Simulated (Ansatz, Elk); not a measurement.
**Bonding as seen by X-rays: Be2BiSb2**

The structure of Be2BiSb2 used here is made up (a known structure type with other elements) and was relaxed beforehand with PBE. The aim is the Fourier transform of its all-electron density, F(hkl), set beside the sum over free spherical atoms that refinements use.

Program: Elk 11.2.3 (patched build). Level of theory: DFT, PBE, all-electron APW+lo, Dirac cores, scalar-relativistic bands, static density, no spin. Results are calculated unless marked as measured.

The structure was built from a prototype and need not be the compound's stable phase.

## 1. The structure

It takes space group I4/mmm (No. 139, tetragonal). The conventional cell has a = 4.700 Å, b = 4.700 Å, c = 9.982 Å, α = 90.00°, β = 90.00°, γ = 90.00°. Bi has 8 Be at 3.43 Å and 10 Sb at 3.55 to 3.62 Å nearest. Nearest to Sb lie 4 Be at 2.58 Å and 1 Sb at 2.88 Å and 5 Bi at 3.55 to 3.62 Å. Nearest to Be lie 4 Sb at 2.58 Å. Farther neighbours are not listed.

## 2. Ground state and structure factors

An all-electron density is needed, since X-rays see the cores too. Task 0 finds the density and task 195 Fourier-transforms it; tshift is off so that phases refer to the origin typed.

elk.in

```
tasks
  0
  195

xctype
  20

spinpol
  .false.

rgkmax
  7.0

gmaxvr
  14.0

lmaxo
  7

lmaxapw
  8

swidth
  0.002

tshift
  .false.

ramdisk
  .false.

hmaxvr
  5.5

maxscl
  120

epspot
  1e-06

sppath
  './'

avec
  -4.44118969969 4.44118969969 9.43130806786
  4.44118969969 -4.44118969969 9.43130806786
  4.44118969969 4.44118969969 -9.43130806786

atoms
  3
  'Bi.in'
  1
  -0.0000000000 -0.0000000000 0.0000000000   0.000000 0.000000 0.000000
  'Sb.in'
  2
  0.6441381509 0.6441381509 0.0000000000   0.000000 0.000000 0.000000
  0.3558618491 0.3558618491 0.0000000000   0.000000 0.000000 0.000000
  'Be.in'
  2
  0.7500000000 0.2500000000 0.5000000000   0.000000 0.000000 0.000000
  0.2500000000 0.7500000000 0.5000000000   0.000000 0.000000 0.000000

ngridk
  7 7 7
```

Launch:

```bash
OMP_NUM_THREADS=4 elk
```

Numbers of over 12 decimals in the logs are rounded to 6 here.

What it wrote:

```text
┌─────────────────────────┐
│ Elk code version 11.2.3 │
└─────────────────────────┘

All units are atomic (Hartree, Bohr, etc.)

┌─────────────────────────────────────────────────┐
│ Ground-state run starting from atomic densities │
└─────────────────────────────────────────────────┘

Lattice vectors :
  -4.441189700       4.441189700       9.431308068
   4.441189700      -4.441189700       9.431308068
   4.441189700       4.441189700      -9.431308068

Reciprocal lattice vectors :
 -0.1721348762E-16  0.7073763712      0.3331025379
  0.7073763712     -0.1721348762E-16  0.3331025379
  0.7073763712      0.7073763712      0.6531608605E-17

Unit cell volume      :    744.0987418
Brillouin zone volume :   0.3333565823

Muffin-tin inner radius fraction :   0.1000000000E-01

Nuclei treated as point charges

Species : 1 (Bi)
 parameters loaded from : Bi.in
 name : bismuth
 nuclear charge    :   -83.00000000
 electronic charge :    83.00000000
 atomic mass :    380947.9285
 muffin-tin radius :    2.800000000
 number of radial points in muffin-tin :   1393
 inner part over the whole radius :   0.9976520004E-02
 number on inner part of muffin-tin    :   1001
 approximate nuclear radius :   0.1052171418E-03
 number of mesh points to nuclear radius :    526
 atomic positions (lattice), magnetic fields (Cartesian) :
  1 :   0.00000000  0.00000000  0.00000000    0.00000000  0.00000000  0.00000000

Species : 2 (Sb)
 parameters loaded from : Sb.in
 name : antimony
 nuclear charge    :   -51.00000000
 electronic charge :    51.00000000
 atomic mass :    221954.9021
 muffin-tin radius :    2.600000000
 number of radial points in muffin-tin :   1193
 inner part over the whole radius :   0.9886087340E-02
 number on inner part of muffin-tin    :    850
 approximate nuclear radius :   0.8886795689E-04
 number of mesh points to nuclear radius :    429
 atomic positions (lattice), magnetic fields (Cartesian) :
  1 :  -0.35586185 -0.35586185  0.00000000    0.00000000  0.00000000  0.00000000
  2 :   0.35586185  0.35586185  0.00000000    0.00000000  0.00000000  0.00000000

Species : 3 (Be)
 parameters loaded from : Be.in
 name : beryllium
 nuclear charge    :   -4.000000000
 electronic charge :    4.000000000
 atomic mass :    16428.20280
 muffin-tin radius :    1.800000000
 number of radial points in muffin-tin :    593
 inner part over the whole radius :   0.9826427374E-02
 number on inner part of muffin-tin    :    403
 approximate nuclear radius :   0.4290726161E-04
 number of mesh points to nuclear radius :    156
 atomic positions (lattice), magnetic fields (Cartesian) :
  1 :  -0.25000000  0.25000000  0.50000000    0.00000000  0.00000000  0.00000000
  2 :   0.25000000 -0.25000000  0.50000000    0.00000000  0.00000000  0.00000000

Total number of atoms per unit cell :    5
Total muffin-tin volume :    288.0547248
 ratio of muffin-tin to unit cell volume :   0.3871189516

Spin treatment :
 spin-unpolarised

Number of Bravais lattice symmetries :   16
Number of crystal symmetries         :   16
Crystal has inversion symmetry
Real symmetric eigensolver will be used

k-point grid :      7     7     7
k-point offset :    0.000000000       0.000000000       0.000000000
k-point set is reduced with full crystal symmetry group
Total number of k-points :       40

Muffin-tin radius times maximum |G+k| :    7.000000000
 using average radius
Maximum |G+k| for APW functions       :    3.017241379
Maximum (1/2)|G+k|²                   :    4.551872771
Maximum |G| for potential and density :    14.00000000
Constant for pseudocharge density :   10
 order of it for each species :   17  17  17
 order of it for pair densities of each species (exact exchange by exxq0 0: 18) :   14  12   4
Radial integration step length :    1

G-vector grid sizes :     54    54    54
Number of G-vectors :    34467

Maximum angular momentum used for
 APW functions            :    8
 outer part of muffin-tin :    7
 inner part of muffin-tin :    2

Total nuclear charge    :   -193.0000000
[...]
Density of states at Fermi energy :    72.27489452
 (states/Hartree/unit cell)

Estimated indirect band gap :   0.1554248945E-02
 from k-point 37 to k-point 9
Estimated direct band gap   :   0.5085608666E-02
 at k-point 4

Charges :
 core                        :    144.0000000
 valence                     :    49.00000000
 interstitial                :    8.685356366
 muffin-tins (core leakage)
  species : 1 (Bi)
   atom 1                    :    80.60838960     (  0.6893632013E-03)
  species : 2 (Sb)
[...]
species : 3 (Be)
[...]
total in muffin-tins        :    184.3146436
 total calculated charge     :    192.9953404
 total charge                :    193.0000000
 error                       :   0.4659645692E-02

RMS change in Kohn-Sham potential (target) :    3.876397483     (  0.1000000000E-05)
Absolute change in total energy (target)   :    2.387521932     (  0.1000000000E-03)

[... loops 3 to 15 left out ...]

┌──────────────────┐
│ Loop number : 16 │
└──────────────────┘

Energies :
 Fermi                       :     0.245742
 sum of occupied eigenvalues :     -21239.562187286
 electron kinetic            :      38958.657254640
 core electron kinetic       :      38513.453892103
 Coulomb                     :     -72790.981120535
 Coulomb potential           :     -59223.250545437
 nuclear-nuclear             :     -2743.1150367016
 electron-nuclear            :     -80914.745415022
 Hartree                     :      10866.879331188
 Madelung                    :     -43179.355847817
 xc potential                :     -974.96889648931
 exchange                    :     -735.03771570959
 correlation                 :     -10.919517518031
 electron entropic           :    -0.11989495765915E-02
 total energy                :     -34578.282298072

Density of states at Fermi energy :    91.02021408
 (states/Hartree/unit cell)

Estimated indirect band gap :   0.9912656975E-03
 from k-point 34 to k-point 20
Estimated direct band gap   :   0.4847234804E-02
 at k-point 2

Charges :
 core                        :    144.0000000
 valence                     :    49.00000000
 interstitial                :    8.493722310
 muffin-tins (core leakage)
  species : 1 (Bi)
[...]
species : 2 (Sb)
[...]
species : 3 (Be)
[...]
total in muffin-tins        :    184.5062777
 total calculated charge     :    192.9954261
 total charge                :    193.0000000
 error                       :   0.4573861170E-02

RMS change in Kohn-Sham potential (target) :   0.4849833606E-06 (  0.1000000000E-05)
Absolute change in total energy (target)   :   0.2420826058E-04 (  0.1000000000E-03)

Convergence targets achieved

┌──────────────────┐
│ Loop number : 17 │
└──────────────────┘

Energies :
 Fermi                       :     0.245742
 sum of occupied eigenvalues :     -21239.562171796
 electron kinetic            :      38958.657259088
 core electron kinetic       :      38513.453896346
 Coulomb                     :     -72790.981112862
 Coulomb potential           :     -59223.250541547
 nuclear-nuclear             :     -2743.1150367016
 electron-nuclear            :     -80914.745402782
 Hartree                     :      10866.879326622
 Madelung                    :     -43179.355842089
 xc potential                :     -974.96888933691
 exchange                    :     -735.03771558062
 correlation                 :     -10.919517510817
 electron entropic           :    -0.11989496133989E-02
 total energy                :     -34578.282285816

Density of states at Fermi energy :    91.02021423
 (states/Hartree/unit cell)

Estimated indirect band gap :   0.9912624913E-03
 from k-point 34 to k-point 20
Estimated direct band gap   :   0.4847234981E-02
 at k-point 2

Charges :
 core                        :    144.0000000
 valence                     :    49.00000000
 interstitial                :    8.493721974
 muffin-tins (core leakage)
  species : 1 (Bi)
[...]
species : 2 (Sb)
[...]
atom 2                    :    49.09064526     (  0.7905065770E-03)
  species : 3 (Be)
   atom 1                    :    2.652041073     (  0.1102674936E-02)
   atom 2                    :    2.652041073     (  0.1102674936E-02)
 total in muffin-tins        :    184.5062780
 total calculated charge     :    192.9954261
 total charge                :    193.0000000
 error                       :   0.4573860804E-02

┌──────────────────────────────┐
│ Self-consistent loop stopped │
└──────────────────────────────┘

Warning : core states of species 1 leak from the muffin-tin :   0.6617517626E-03

Warning : core states of species 2 leak from the muffin-tin :   0.7905065770E-03

Warning : core states of species 3 leak from the muffin-tin :   0.1102674936E-02

Wrote STATE.OUT
```

Wall time 73 s (4 threads of Arm Neoverse N1, shared host); peak memory 0.22 GiB; 3.4 min of CPU time.

SFACRHO.OUT:

```text

h k l indices transformed by vhmat matrix:
   1.000000000       0.000000000       0.000000000    
   0.000000000       1.000000000       0.000000000    
   0.000000000       0.000000000       1.000000000    

      h      k      l  multipl.   |H|            Re(F)            Im(F)           |F|

      0      0      0      1   0.0000000       193.00000      0.12511941E-15   193.00000    
      1      1     -1      2  0.66620508       49.419132     -0.15966430E-13   49.419132    
     -1      0      0      8  0.78188147       19.915003      0.15489667E-13   19.915003    
      1     -1      0      4   1.0003813       157.25135      0.14001340E-14   157.25135    
     -1     -1      2      8   1.2019118       56.155170      0.93034290E-14   56.155170    
     -1     -2      2      8   1.2243353       147.87764     -0.33883646E-13   147.87764    
      2      2     -2      2   1.3324102       1.6850188     -0.63623673E-13   1.6850188    
      1     -1     -1      4   1.4147527       153.37989      0.21381674E-14   153.37989    
      0     -2      2      8   1.5637629       45.165958      0.16461159E-13   45.165958    
      0      1      1     16   1.6164356       19.286938     -0.10326444E-13   19.286938    
     -1     -3      2      8   1.6661571      -4.8908777      0.62065875E-13   4.8908777    
      3      2     -2      8   1.8095065       77.869756      0.15489667E-13   77.869756    
     -3      0      1     16   1.8709683       130.00667     -0.30979333E-13   130.00667    
     -1     -3      1      8   1.9434099       2.9035112      0.57838118E-13   2.9035112    
     -3     -3      3      2   1.9986152       105.95778     -0.45204409E-13   105.95778    
      0      0      2      4   2.0007625       136.44186      0.11859438E-15   136.44186    
     -1     -1      3      8   2.1087626       41.538181      0.11696585E-13   41.538181    
      2     -1      1      8   2.1481130       18.351487     -0.10326444E-13   18.351487
```

Elk indexes on the primitive cell of elk.in and gives |H| = 4π sin θ/λ in inverse bohr. Below, one row stands for each form hkl of the conventional cell (m members, Friedel mates merged), F is for one primitive cell and the density is static (no thermal factor). Free-atom factors are Waasmaier and Kirfel's, and R is Σm||F|−|F'||/Σm|F|.

```
hkl   m  sin θ/λ (Å⁻¹)  abs F, DFT  neutral atoms   diff.
002   2          0.100      49.419         49.796  -0.377
101   8          0.118      19.915         20.091  -0.176
110   4          0.150     157.251        157.467  -0.216
112   8          0.181      56.155         56.111  +0.044
103   8          0.184     147.878        147.902  -0.024
004   2          0.200       1.685          1.713  -0.028
200   4          0.213     153.380        153.548  -0.168
202   8          0.235      45.166         45.066  +0.100
211  16          0.243      19.287         19.252  +0.035
114   8          0.251       4.891          4.982  -0.091
105   8          0.272      77.870         78.020  -0.150
213  16          0.281     130.007        130.178  -0.171
204   8          0.292       2.904          2.832  +0.072
006   2          0.301     105.958        105.808  +0.150
```

## 3. The highest occupied states alone

An energy window below the Fermi level keeps the highest occupied states, to see at which angles they scatter; shallow core shells can lie inside it and anion s states outside. No new self-consistency is needed.

elk.in, as its differences from that of step 2:

```diff
@@ -1,3 +1,2 @@
 tasks
-  0
   195
@@ -40,2 +39,5 @@
 
+wsfac
+  -0.195250 0.545740
+
 sppath
```

Launch:

```bash
OMP_NUM_THREADS=4 elk
```

What it wrote:

```text
┌─────────────────────────────────┐
│ Elk code version 11.2.3 started │
└─────────────────────────────────┘

Info(readinput): the functional depends on the density's gradient
 muffin-tin radial points multiplied by    2.00000
 (not where nrmtscf is given)

┌────────────────────┐
│ Current task : 195 │
└────────────────────┘

Info(sfacrho): density structure factors written to SFACRHO.OUT

 Energy window :  -0.1952500000      0.5457400000

┌──────────────────┐
│ Elk code stopped │
└──────────────────┘
```

Wall time 23 s (4 threads); peak memory 0.16 GiB.

States within 12 eV below the Fermi level hold 18.60 electrons; any levels below the window count with the cores, and a count that is not whole means the window cuts a band. Their amplitudes can exceed the total, where window and core parts have opposite phase:

```
hkl  sin θ/λ (Å⁻¹)  abs F, window  abs F, all
002          0.100          1.216      49.419
101          0.118          0.740      19.915
110          0.150          2.461     157.251
112          0.181          0.955      56.155
103          0.184          1.639     147.878
004          0.200          0.051       1.685
200          0.213          0.757     153.380
202          0.235          0.021      45.166
211          0.243          0.037      19.287
114          0.251          0.062       4.891
```

## 4. Another functional

The difference from free atoms is small, so it is set against the change that LDA (Perdew-Wang) makes.

elk.in, as its differences from that of step 3:

```diff
@@ -1,2 +1,3 @@
 tasks
+  0
   195
@@ -4,3 +5,3 @@
 xctype
-  20
+  3
 
@@ -39,5 +40,2 @@
 
-wsfac
-  -0.195250 0.545740
-
 sppath
```

Launch:

```bash
OMP_NUM_THREADS=4 elk
```

What it wrote:

```text
┌─────────────────────────┐
│ Elk code version 11.2.3 │
└─────────────────────────┘

All units are atomic (Hartree, Bohr, etc.)

┌─────────────────────────────────────────────────┐
│ Ground-state run starting from atomic densities │
└─────────────────────────────────────────────────┘

Lattice vectors :
  -4.441189700       4.441189700       9.431308068
   4.441189700      -4.441189700       9.431308068
   4.441189700       4.441189700      -9.431308068

Reciprocal lattice vectors :
 -0.1721348762E-16  0.7073763712      0.3331025379
[...]
atom 2                    :    2.648395179     (  0.1195897479E-02)
 total in muffin-tins        :    184.5980787
 total calculated charge     :    192.9952083
 total charge                :    193.0000000
 error                       :   0.4791678432E-02

┌──────────────────────────────┐
│ Self-consistent loop stopped │
└──────────────────────────────┘

Warning : core states of species 1 leak from the muffin-tin :   0.6644897278E-03

Warning : core states of species 2 leak from the muffin-tin :   0.8051565542E-03

Warning : core states of species 3 leak from the muffin-tin :   0.1195897479E-02

Wrote STATE.OUT
[key lines of the parts left out:]
total energy                :     -34555.518890457
```

The job ended after 44 s (4 threads; peak memory 0.18 GiB).

Against the first run R = 0.03 %; the largest change is +0.063 at 110.

## 5. A coarser k-mesh

About half the k-points along each axis test the sampling.

elk.in, as its differences from that of step 4:

```diff
@@ -5,3 +5,3 @@
 xctype
-  3
+  20
 
@@ -63,2 +63,2 @@
 ngridk
-  7 7 7
+  4 4 4
```

Launch:

```bash
OMP_NUM_THREADS=4 elk
```

What it wrote:

```text
┌─────────────────────────┐
│ Elk code version 11.2.3 │
└─────────────────────────┘

All units are atomic (Hartree, Bohr, etc.)

┌─────────────────────────────────────────────────┐
│ Ground-state run starting from atomic densities │
└─────────────────────────────────────────────────┘

Lattice vectors :
  -4.441189700       4.441189700       9.431308068
   4.441189700      -4.441189700       9.431308068
   4.441189700       4.441189700      -9.431308068

Reciprocal lattice vectors :
 -0.1721348762E-16  0.7073763712      0.3331025379
[...]
atom 2                    :    2.647076790     (  0.1100353415E-02)
 total in muffin-tins        :    184.5129041
 total calculated charge     :    192.9954104
 total charge                :    193.0000000
 error                       :   0.4589649128E-02

┌──────────────────────────────┐
│ Self-consistent loop stopped │
└──────────────────────────────┘

Warning : core states of species 1 leak from the muffin-tin :   0.6624549486E-03

Warning : core states of species 2 leak from the muffin-tin :   0.7907215395E-03

Warning : core states of species 3 leak from the muffin-tin :   0.1100353415E-02

Wrote STATE.OUT
[key lines of the parts left out:]
total energy                :     -34578.285873611
```

Run time: 48 s. Hardware: 4 threads; peak memory 0.23 GiB.

Against the first run R = 0.00 %; the largest change is +0.023 at 002.

## 6. Settings against the effect

```
              run  R against the first run (%)  R against neutral atoms, low angle (%)  wall time
    PBE, rgkmax 7                         0.00                                    0.17       73 s
LDA (Perdew-Wang)                         0.03                                    0.17       44 s
     k-mesh 4×4×4                         0.00                                    0.17       48 s
```

## 7. What came out

| Item | Value |
| --- | --- |
| R against neutral atoms, sin θ/λ < 0.3 Å⁻¹ | 0.17 % |
| R against neutral atoms, 0.3 to 0.76 Å⁻¹ | 0.08 % |

**Reading.** Independent neutral atoms miss the calculated amplitudes by R = 0.17 % below 0.3 Å⁻¹ and 0.08 % from there to 0.76 Å⁻¹; by shells, 0.84 % below 0.15 Å⁻¹ (2 forms), 0.14 % 0.15 to 0.3 (11 forms), 0.07 % 0.3 to 0.45 (23 forms), 0.08 % above 0.45 (113 forms). Bonding, aspherical density and the tables' own atoms all enter these figures, and the runs don't part them. The largest change of an amplitude is -0.38 electrons, at 002. The window's part falls from 18.6 electrons at the origin to at most 0.32 between 0.45 and 0.76 Å⁻¹. Below 0.3 Å⁻¹ the changes that finished (LDA (Perdew-Wang) and k-mesh 4×4×4) move F by R = 0.02 % at most, against the 0.17 % that separates it from free atoms. The basis has no finished test. Spin-orbit coupling is left out, which can matter for elements this heavy. Part of the difference isn't bonding: the tables are fits to free atoms and ions calculated by other methods than this functional. Thermal motion, anomalous dispersion and extinction are left out.

[Logs are printed without paths, hosts, clocks, repeated set-up lines and the standing remarks that a program may print on its own settings, such as how far it seeks lower states.]

[Hosts, paths, dates, database ids (printed as entryN), source tags and the programs' standing remarks are cut or masked in the printed files.]
